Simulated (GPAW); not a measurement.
# A GW chain in GPAW: MoS2 (P6_3/mmc), part 2 of 2

How does a plane-wave GW calculation on MoS2 (P6_3/mmc) run from the first input to the gap?

GPAW 26.7.0; LDA and many-body steps on it, plane waves. Known limits of the many-body steps: not at the basis limit; no spin-orbit coupling; coarse k mesh.

So far. Step 3 (Bands along the symmetry lines): The gap is 0.809 eV, −0.078 eV from the run before at this level. Step 4 (Empty states on the mesh, 6×6×2 mesh, 698 bands): On this mesh the gap is 0.809 eV.

The database entry behind the starting cell differs from later determinations by our own check (about 0.3 % long), so it need not match the best structure at ambient conditions.

### 5. Screening and self-energy, 6×6×2 mesh, 319 bands, screening to 120 eV

Now the one-shot GW correction: screening in the RPA, then the self-energy of the levels asked for.

This step: G0W0 on LDA, plane waves, PAW.

Contents of run.py:

```python
import json
import numpy as np
from gpaw.mpi import world
from gpaw.response.g0w0 import G0W0

gw = G0W0('full.gpw',
    filename='gw',
    kpts=[0, 4, 8],
    bands=(24, 28),
    ecut=120,
    nbands=319,
    integrate_gamma='WS',
    ppa=True)
gw.calculate()
res = {mode: {k: v for k, v in r.items() if k != 'sigma_eskwn'}
       for mode, r in gw.all_results.items()}

if world.rank == 0:
    with open('result.json', 'w') as f:
        json.dump(res, f, default=lambda x: x.tolist())
```

On the command line:

```
$ mpirun -n 4 gpaw python run.py
```

Numbers of over 12 decimals in the logs are rounded to 6 here.

What it wrote:

```text
Using integrator: PointIntegrator
FrequencyGridDescriptor(from 0.000+0.000j to 0.000+27.211j eV, 2 points)
Nonperiodic BCs:  [False False False]
Using integrator: PointIntegrator
FrequencyGridDescriptor(from 0.000+0.000j to 0.000+27.211j eV, 2 points)
Nonperiodic BCs:  [False False False]
  ___  _ _ _
 |   || | | |
 | | || | | |
 |__ ||_____|
 |___|

BZ k-points: Symmetries present (total): 12

  [... matrices ...]
72 k-points: 6 x 6 x 2 Monkhorst-Pack grid + [1/12,1/12,1/4]
14 k-points in the irreducible part of the Brillouin zone
       k-points in crystal coordinates                weights
   0:     0.00000000    0.00000000    0.00000000          1/72
   1:     0.00000000    0.00000000    0.50000000          1/72
   2:     0.16666667    0.00000000    0.00000000          6/72
   3:     0.16666667    0.00000000    0.50000000          6/72
   4:     0.33333333   -0.16666667    0.00000000          6/72
   5:     0.33333333   -0.16666667    0.50000000          6/72
   6:     0.33333333    0.00000000    0.00000000          6/72
   7:     0.33333333    0.00000000    0.50000000          6/72
   8:     0.33333333    0.33333333    0.00000000          2/72
   9:     0.33333333    0.33333333    0.50000000          2/72
          ...
  13:     0.50000000    0.50000000    0.50000000          3/72

Distributing spins, k-points and bands (1 x 3 x 4) over 4 processes
Number of blocks: 1

Quasi particle states:
k-points (IBZ indices): [0, 4, 8]
Band range: (24, 28)
  [... matrices ...]
Computational parameters:
Plane wave cut-off: 120 eV
Number of bands: 319
Coulomb cutoff: None
Broadening: 0.1 eV

fxc modes: GW
Kernel: RPA
Using Godby-Needs plasmon-pole approximation:
  Fitting energy: i*E0, E0 = 1.000 Hartree
Summing all q:

Calculating screened Coulomb potential
No Coulomb truncation
FrequencyGridDescriptor(from 0.000+0.000j to 0.000+27.211j eV, 2 points)
Removing empty qpoint cache files...

Calculating chi0 body with:
    Ground state adapter containing:
    Number of spins: 1
    Number of kpoints: 72
    Number of irreducible kpoints: 14
    Number of completely occupied states: 26
    Number of partially occupied states: 26
    Occupied states memory: 6.3984375 M / cpu

    Linear response parametrization:
    q_c: [1.3877787807814457e-17, 1.3877787807814457e-17, 0.0]
    Number of frequency points: 2
    Planewave cutoff: 120.0
    Number of bands: 319
    Number of planewaves: 317
    Broadening (eta): 1e-06
    comm.size: 4
    kncomm.size: 4
    blockcomm.size: 1

    Memory estimate of potentially large arrays:
        chi0_wGG: 3.066681 M / cpu
Integrating chi0 body.

Symmetries of q_c:
    Direct symmetries (Uq -> q): 12
    Indirect symmetries (TUq -> q): 0
In total 12 allowed symmetries.

  [... matrices ...]
14 groups of equivalent kpoints. 80.555556% reduction.

Integral kind: response function
Integrating chi0 head and wings.

Symmetries of q_c:
    Direct symmetries (Uq -> q): 12
    Indirect symmetries (TUq -> q): 0
In total 12 allowed symmetries.

  [... matrices ...]
14 groups of equivalent kpoints. 80.555556% reduction.

Integral kind: response function wings

Calculating chi0 body with:
    Ground state adapter containing:
    Number of spins: 1
    Number of kpoints: 72
    Number of irreducible kpoints: 14
    Number of completely occupied states: 26
    Number of partially occupied states: 26
[... the further q-points ...]

Results:
f:      Occupation numbers
eps:     KS-eigenvalues [eV]
vxc:     KS vxc [eV]
exx:     Exact exchange [eV]
sigma:   Self-energies [eV]
dsigma:  Self-energy derivatives
Z:       Renormalization factors
qp:      QP-energies [eV]

k-point 0 (0): (0.000, 0.000, 0.000)                GW
band       f     eps     vxc     exx   sigma  dsigma       Z      qp
                                                                   GW
  24   1.000   6.787 -16.293 -18.450   1.864  -0.285   0.778   6.559
  25   1.000   7.947 -19.433 -19.675   0.828  -0.289   0.776   8.400
  26   0.000  10.024 -18.779 -13.861  -3.785  -0.284   0.779  10.906
  27   0.000  10.024 -18.779 -13.861  -3.785  -0.284   0.779  10.906

k-point 1 (4): (0.333, -0.167, 0.000)                GW
band       f     eps     vxc     exx   sigma  dsigma       Z      qp
                                                                   GW
  24   1.000   6.450 -18.686 -19.733   1.580  -0.293   0.773   6.862
  25   1.000   6.475 -18.796 -19.779   1.576  -0.294   0.773   6.933
  26   0.000   8.756 -17.811 -13.388  -3.332  -0.275   0.784   9.611
  27   0.000   9.535 -19.588 -14.593  -3.695  -0.289   0.776  10.543

k-point 2 (8): (0.333, 0.333, 0.000)                GW
band       f     eps     vxc     exx   sigma  dsigma       Z      qp
                                                                   GW
  24   1.000   7.144 -18.861 -19.024   0.861  -0.286   0.778   7.687
  25   1.000   7.316 -19.379 -19.448   0.810  -0.288   0.777   7.891
  26   0.000   8.952 -20.859 -16.199  -3.151  -0.290   0.775  10.122
  27   0.000   8.952 -20.859 -16.199  -3.151  -0.290   0.775  10.122
```

Elapsed: 7.6 min, on 4 MPI ranks of Arm Neoverse V2, shared host; peak memory 2.1 GiB.

This step gave:

```yaml
g0w0_gap_on_the_points_computed: 1.211 eV
least_direct_g0w0_gap_on_the_computed_points: 2.231 eV
z_at_the_valence_top: 0.7756
z_at_the_conduction_bottom: 0.7842
starting_gap_on_the_mesh: 0.8093 eV
k_of_the_valence_top: 0, 0, 0
k_of_the_conduction_bottom: 0.3333, -0.1667, 0
```

The gap on the mesh goes from 0.81 eV to 1.21 eV, a correction of +0.40 eV. The start differs from the 0.89 eV found before because the two sample other k points.

Limits: finite bands, cutoff and mesh; no spin-orbit coupling; coarse k mesh. v1 is the top filled band, c1 the lowest empty one. The levels before and after the correction (eV, zero at the valence-band top of each column):

```
           conduction bottom  valence top
Kohn-Sham               0.81         0.00
     G0W0               1.21         0.00
```

```csv
,level,energy (eV)
Kohn-Sham,Γ v2,-1.159
Kohn-Sham,Γ v1,0.000
Kohn-Sham,Γ c1-c2,2.077
Kohn-Sham,(0.333 -0.167 0) v2,-1.496
Kohn-Sham,(0.333 -0.167 0) v1,-1.472
Kohn-Sham,(0.333 -0.167 0) c1,0.809
Kohn-Sham,(0.333 -0.167 0) c2,1.588
G0W0,Γ v2,-1.841
G0W0,Γ v1,0.000
G0W0,Γ c1-c2,2.506
G0W0,(0.333 -0.167 0) v2,-1.538
G0W0,(0.333 -0.167 0) v1,-1.467
G0W0,(0.333 -0.167 0) c1,1.211
G0W0,(0.333 -0.167 0) c2,2.143
```

### 6. Where the time went

Times are wall times on 4 MPI ranks of Arm Neoverse V2, shared host, good to a factor of about two.

| step | time | share | memory (GiB) |
| --- | --- | --- | --- |
| ground state | 10 s | 2 % | 0.75 |
| bands along the symmetry lines | 24 s | 4 % | 0.89 |
| empty states on the mesh | 57 s | 10 % | 2.7 |
| screening and self-energy | 7.6 min | 83 % | 2.1 |

### 7. Outcome

```
LDA gap              : 0.81 eV, indirect
G0W0 gap on the mesh : 1.21 eV
GW settings          : 6×6×2 mesh, 319 bands, screening to 120 eV, Godby-Needs plasmon pole
known limits         : not at the basis limit; no spin-orbit coupling; coarse k mesh
```

In words: G0W0 moves the gap on the mesh from 0.81 eV to 1.21 eV (+0.40 eV), with Z of 0.78 and 0.78 at the edges. Only 3 of the mesh's irreducible points were corrected, so a valley elsewhere could overtake. The dearest step here is «screening and self-energy». Bands and cutoff are finite, so the gap is not at the basis limit. The miss can reach some tenths of an eV and take either sign; the mesh is an error of its own. These stock PAW sets were not made for GW. In the G0W0 run levels were corrected at 3 k points alone, so a gap called «on the mesh» is the least over those, and an edge elsewhere would be missed. The 6×6×2 mesh is coarse for this cell, which bears on the long-range parts of exchange and screening. The many-body steps are scalar-relativistic: spin-orbit coupling is not in them.

[Paths, hosts, dates, memory and timing lines, banners, echoed tables and standing remarks are left out of the program output.]

[Logs are printed without paths, hosts, clocks, repeated set-up lines and the standing remarks that a program may print on its own settings, such as how far it seeks lower states.]

[Runs of the session that timed out or met a known fault of the program may be left out.]

[Hosts, paths, dates, database ids (printed as entryN), source tags and the programs' standing remarks are cut or masked in the printed files.]
